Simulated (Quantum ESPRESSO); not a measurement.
## W (Tungsten): from the cell to the phonon bands

How does W (Tungsten) vibrate, and is this structure a minimum?

Calculated with Quantum ESPRESSO 7.5; DFT LDA, scalar-relativistic, plane waves, PseudoDojo norm-conserving pseudopotentials.

**1. The structure**

The structure is cubic, space group Im-3m (No. 229). The conventional cell has a = 3.165 Å, b = 3.165 Å, c = 3.165 Å, α = 90.00°, β = 90.00°, γ = 90.00°. Nearest to W lie 8 W at 2.74 Å.

**2. A probe with smearing**

Before anything dear is run, a loose run with smearing shows whether this is a metal and how far the cell is from rest.

probe.in

```
&CONTROL
  calculation = 'scf'
  prefix      = 'x'
  outdir      = './tmp'
  pseudo_dir  = './pseudo'
  tprnfor     = .true.
  tstress     = .true.
  verbosity   = 'high'
/
&SYSTEM
  ibrav       = 0
  nat         = 1
  ntyp        = 1
  ecutwfc     = 77.0
  occupations = 'smearing'
  smearing    = 'gaussian'
  degauss     = 0.01
/
&ELECTRONS
  conv_thr         = 1.0d-07
  mixing_beta      = 0.7
  electron_maxstep = 100
/
ATOMIC_SPECIES
 W     183.8400  W.upf
CELL_PARAMETERS angstrom
     1.582345000    1.582345000    1.582345000
    -1.582345000    1.582345000    1.582345000
    -1.582345000   -1.582345000    1.582345000
ATOMIC_POSITIONS crystal
 W      0.000000000   0.000000000   0.000000000
K_POINTS automatic
 8 8 8 0 0 0
```

Run with:

```
$ OMP_NUM_THREADS=1 mpirun -n 4 pw.x -nk 4 -in probe.in > probe.out
```

What it wrote:

```text
[banners, grids, parts of the stress and lines that vanish by symmetry left out]
Program PWSCF v.7.5
     Message from routine setup:
     using ibrav=0 with symmetry is DISCOURAGED, use correct ibrav instead
[...]
kinetic-energy cutoff     =      77.0000  Ry
     charge density cutoff     =     308.0000  Ry
     scf convergence threshold =      1.0E-07
[...]
Exchange-correlation= SLA  PW   NOGX NOGC
                           (   1   4   0   0   0   0   0)
[...]
48 Sym. Ops., with inversion, found
[...]
(     0          1          0      )
                  (     0          0          1      )
[...]
( -0.0000000  1.0000000 -0.0000000 )
                  ( -0.0000000 -0.0000000  1.0000000 )
[...]
(     1         -1          1      )
                  (     1          0          0      )
[...]
(  1.0000000  0.0000000 -0.0000000 )
                  ( -0.0000000 -1.0000000 -0.0000000 )
[...]
(     1          0          0      )
                  (     0          0         -1      )
[...]
( -1.0000000 -0.0000000 -0.0000000 )
                  (  0.0000000  1.0000000 -0.0000000 )
[...]
number of k points=    29  Gaussian smearing, width (Ry)=  0.0100
[...]
End of self-consistent calculation
[...]
the Fermi energy is    21.9445 ev
!    total energy              =    -151.84850233 Ry
[...]
convergence has been achieved in   5 iterations
[...]
atom    1 type  1   force =     0.00000000    0.00000000    0.00000000
[...]
Total force =     0.000000     Total SCF correction =     0.000000
[...]
total   stress  (Ry/bohr**3)                   (kbar)     P=      -91.18
[...]
XML data file, charge density, pseudopotentials, collected wavefunctions

   JOB DONE.
```

The job ended after 1.9 s (4 MPI ranks of Arm Neoverse V1, shared host; 7.2 s of CPU time).

This step gave:

- volume per atom: 15.85 Å³
- pressure: -9.118 GPa
- gap on the k-mesh: 0 eV

No gap opens on this mesh, so smearing is kept; the start stands at -9.1 GPa.

**3. Relaxing the cell and atoms**

The relaxation runs at a cutoff a fifth above that of the response, since stress converges more slowly with the basis than frequencies do. Forces and stress are brought to rest with tight thresholds.

relax.in

```
&CONTROL
  calculation   = 'vc-relax'
  prefix        = 'x'
  outdir        = './tmp'
  pseudo_dir    = './pseudo'
  tprnfor       = .true.
  tstress       = .true.
  forc_conv_thr = 2.0d-05
  etot_conv_thr = 1.0d-07
  nstep         = 40
/
&SYSTEM
  ibrav       = 0
  nat         = 1
  ntyp        = 1
  ecutwfc     = 92
  occupations = 'smearing'
  smearing    = 'mv'
  degauss     = 0.02
/
&ELECTRONS
  conv_thr         = 1.0d-11
  mixing_beta      = 0.7
  electron_maxstep = 100
/
&IONS
/
&CELL
  press_conv_thr = 0.2
/
ATOMIC_SPECIES
 W     183.8400  W.upf
CELL_PARAMETERS angstrom
     1.582345000    1.582345000    1.582345000
    -1.582345000    1.582345000    1.582345000
    -1.582345000   -1.582345000    1.582345000
ATOMIC_POSITIONS crystal
 W      0.000000000   0.000000000   0.000000000
K_POINTS automatic
 16 16 16 0 0 0
```

Run with:

```
$ OMP_NUM_THREADS=1 mpirun -n 4 pw.x -nk 4 -in relax.in > relax.out
```

What it wrote:

```text
[banners, grids, parts of the stress and lines that vanish by symmetry left out]
[banner, memory and clock lines left out]
Program PWSCF v.7.5

[...]
kinetic-energy cutoff     =      92.0000  Ry
     charge density cutoff     =     368.0000  Ry
     scf convergence threshold =      1.0E-11
[...]
energy convergence thresh.=      1.0E-07
     force convergence thresh. =      2.0E-05
     press convergence thresh. =      2.0E-01
     Exchange-correlation= SLA  PW   NOGX NOGC
                           (   1   4   0   0   0   0   0)
[...]
48 Sym. Ops., with inversion, found
[...]
number of k points=   145  Marzari-Vanderbilt smearing, width (Ry)=  0.0200
[...]
End of self-consistent calculation
[...]
the Fermi energy is    22.1974 ev
!    total energy              =    -151.84906016 Ry
[...]
convergence has been achieved in   8 iterations
[...]
atom    1 type  1   force =     0.00000000    0.00000000    0.00000000
     Total force =     0.000000     Total SCF correction =     0.000000
[...]
total   stress  (Ry/bohr**3)                   (kbar)     P=      -98.95
[...]
number of bfgs steps    =   0
[...]
CELL_PARAMETERS (angstrom)
[...]
ATOMIC_POSITIONS (crystal)
W                0.0000000000        0.0000000000        0.0000000000
[...]
New effective cutoffs (rho, wfc):  379.11   95.17
[...]
End of self-consistent calculation
[...]
the Fermi energy is    23.5202 ev
!    total energy              =    -151.84972411 Ry
[...]
convergence has been achieved in   7 iterations
[...]
atom    1 type  1   force =     0.00000000    0.00000000    0.00000000
     Total force =     0.000000     Total SCF correction =     0.000000
[...]
total   stress  (Ry/bohr**3)                   (kbar)     P=       69.67
[...]
number of bfgs steps    =   1
[...]
CELL_PARAMETERS (angstrom)
[...]
ATOMIC_POSITIONS (crystal)
W                0.0000000000        0.0000000000        0.0000000000
[...]
New effective cutoffs (rho, wfc):  373.92   93.87
[...]
End of self-consistent calculation
[...]
the Fermi energy is    22.9749 ev
!    total energy              =    -151.85019369 Ry
[...]
convergence has been achieved in   7 iterations
[...]
atom    1 type  1   force =     0.00000000    0.00000000    0.00000000
     Total force =     0.000000     Total SCF correction =     0.000000
[...]
total   stress  (Ry/bohr**3)                   (kbar)     P=       -3.40
[...]
number of bfgs steps    =   2
[...]
CELL_PARAMETERS (angstrom)
[...]
ATOMIC_POSITIONS (crystal)
W                0.0000000000        0.0000000000        0.0000000000
[...]
New effective cutoffs (rho, wfc):  374.16   93.93
[...]
End of self-consistent calculation
[...]
the Fermi energy is    23.0003 ev
!    total energy              =    -151.85019490 Ry
[...]
convergence has been achieved in   5 iterations
[...]
atom    1 type  1   force =     0.00000000    0.00000000    0.00000000
     Total force =     0.000000     Total SCF correction =     0.000000
[...]
total   stress  (Ry/bohr**3)                   (kbar)     P=       -0.11
[...]
number of bfgs steps    =   3
[...]
small trust_radius: resetting bfgs history
[...]
CELL_PARAMETERS (angstrom)
[...]
ATOMIC_POSITIONS (crystal)
W                0.0000000000        0.0000000000        0.0000000000
[...]
New effective cutoffs (rho, wfc):  374.17   93.93
[...]
End of self-consistent calculation
[...]
the Fermi energy is    23.0017 ev
!    total energy              =    -151.85019490 Ry
[...]
convergence has been achieved in   4 iterations
[...]
atom    1 type  1   force =     0.00000000    0.00000000    0.00000000
     Total force =     0.000000     Total SCF correction =     0.000000
[...]
total   stress  (Ry/bohr**3)                   (kbar)     P=        0.08
[...]
bfgs converged in   5 scf cycles and   4 bfgs steps
[...]
End of BFGS Geometry Optimization
     Final enthalpy           =    -151.8501949000 Ry
     File ./tmp/x.bfgs deleted, as requested
[...]
CELL_PARAMETERS (angstrom)
[...]
ATOMIC_POSITIONS (crystal)
W                0.0000000000        0.0000000000        0.0000000000
[...]
Final scf calculation at the relaxed structure.
[...]
kinetic-energy cutoff     =      92.0000  Ry
     charge density cutoff     =     368.0000  Ry
     scf convergence threshold =      1.0E-13
[...]
press convergence thresh. =      2.0E-01
     Exchange-correlation= SLA  PW   NOGX NOGC
                           (   1   4   0   0   0   0   0)
[...]
48 Sym. Ops., with inversion, found
[...]
number of k points=   145  Marzari-Vanderbilt smearing, width (Ry)=  0.0200
[...]
c_bands:  1 eigenvalues not converged
     c_bands:  1 eigenvalues not converged
     c_bands:  1 eigenvalues not converged
[...]
End of self-consistent calculation
[...]
the Fermi energy is    23.0017 ev
!    total energy              =    -151.85019303 Ry
[...]
convergence has been achieved in   8 iterations
[...]
atom    1 type  1   force =     0.00000000    0.00000000    0.00000000
     Total force =     0.000000     Total SCF correction =     0.000000
[...]
total   stress  (Ry/bohr**3)                   (kbar)     P=        0.11
[...]
XML data file, charge density, pseudopotentials, collected wavefunctions
```

It took 35 s on 4 MPI ranks; 2.3 min of CPU time.

The steps of the relaxation:

| step | energy less that of the first step (eV) | largest force (eV/Å) | pressure (GPa) | volume (Å³) |
| --- | --- | --- | --- | --- |
| 1 | 0.0000 | 0.0000 | -9.89 | 15.85 |
| 2 | -0.0090 | 0.0000 | 6.97 | 15.06 |
| 3 | -0.0154 | 0.0000 | -0.34 | 15.38 |
| 4 | -0.0154 | 0.0000 | -0.01 | 15.36 |
| 5 | -0.0154 | 0.0000 | 0.01 | 15.36 |
| 6 | -0.0154 | 0.0000 | 0.01 | 15.36 |

| conventional cell, symmetrised | before | after | change |
| --- | --- | --- | --- |
| a (Å) | 3.165 | 3.132 | -1.0 % |
| b (Å) | 3.165 | 3.132 | -1.0 % |
| c (Å) | 3.165 | 3.132 | -1.0 % |
| volume (Å³/atom) | 15.85 | 15.36 | -3.1 % |

The relaxed structure:

```xyz
1
Lattice="1.5660 1.5660 1.5660 -1.5660 1.5660 1.5660 -1.5660 -1.5660 1.5660" Properties=species:S:1:pos:R:3 pbc="T T T"
W     0.0000    0.0000    0.0000
```

The last row of the table of steps is pw.x's closing run on a basis chosen anew for the final cell, so its energy can jump.

Numbers from this step:

- volume per atom: 15.36 Å³
- pressure: 0.01100 GPa

The volume changes by -3.1 % from the cell with which this run began.

**4. Ground state**

Perturbation theory inherits every error of the wavefunctions, so the threshold is set near the limit of the arithmetic. Smearing stays on, as the first look found no gap above 0.3 eV.

scf.in

```
&CONTROL
  calculation = 'scf'
  prefix      = 'x'
  outdir      = './tmp'
  pseudo_dir  = './pseudo'
  tprnfor     = .true.
  tstress     = .true.
/
&SYSTEM
  ibrav       = 0
  nat         = 1
  ntyp        = 1
  ecutwfc     = 77.0
  occupations = 'smearing'
  smearing    = 'mv'
  degauss     = 0.02
/
&ELECTRONS
  conv_thr         = 1.0d-12
  mixing_beta      = 0.7
  electron_maxstep = 100
/
ATOMIC_SPECIES
 W     183.8400  W.upf
CELL_PARAMETERS angstrom
     1.565974218    1.565974218    1.565974218
    -1.565974218    1.565974218    1.565974218
    -1.565974218   -1.565974218    1.565974218
ATOMIC_POSITIONS crystal
 W      0.000000000   0.000000000   0.000000000
K_POINTS automatic
 16 16 16 0 0 0
```

Run with:

```
$ OMP_NUM_THREADS=1 mpirun -n 4 pw.x -nk 4 -in scf.in > scf.out
```

What it wrote:

```text
[banners, grids, parts of the stress and lines that vanish by symmetry left out]
[banner, memory and clock lines left out]
Program PWSCF v.7.5

[...]
kinetic-energy cutoff     =      77.0000  Ry
     charge density cutoff     =     308.0000  Ry
     scf convergence threshold =      1.0E-12
[...]
Exchange-correlation= SLA  PW   NOGX NOGC
                           (   1   4   0   0   0   0   0)
[...]
48 Sym. Ops., with inversion, found
[...]
number of k points=   145  Marzari-Vanderbilt smearing, width (Ry)=  0.0200
[...]
End of self-consistent calculation
[...]
the Fermi energy is    23.0021 ev
!    total energy              =    -151.85010877 Ry
[...]
convergence has been achieved in   9 iterations
[...]
atom    1 type  1   force =     0.00000000    0.00000000    0.00000000
     Total force =     0.000000     Total SCF correction =     0.000000
[...]
total   stress  (Ry/bohr**3)                   (kbar)     P=       -0.49
[...]
XML data file, charge density, pseudopotentials, collected wavefunctions
```

Wall time 8.7 s (4 MPI ranks).

This step gave:

```
pressure : -0.04900 GPa
```

The cell stands at -0.049 GPa, close enough for phonons.

(Part 1 of 3 ends here.)

[Host names and launcher messages were left out of these logs when they were recorded.]

[Logs are printed without paths, hosts, clocks, repeated set-up lines and the standing remarks that a program may print on its own settings, such as how far it seeks lower states.]

[Hosts, paths, dates, database ids (printed as entryN), source tags and the programs' standing remarks are cut or masked in the printed files.]
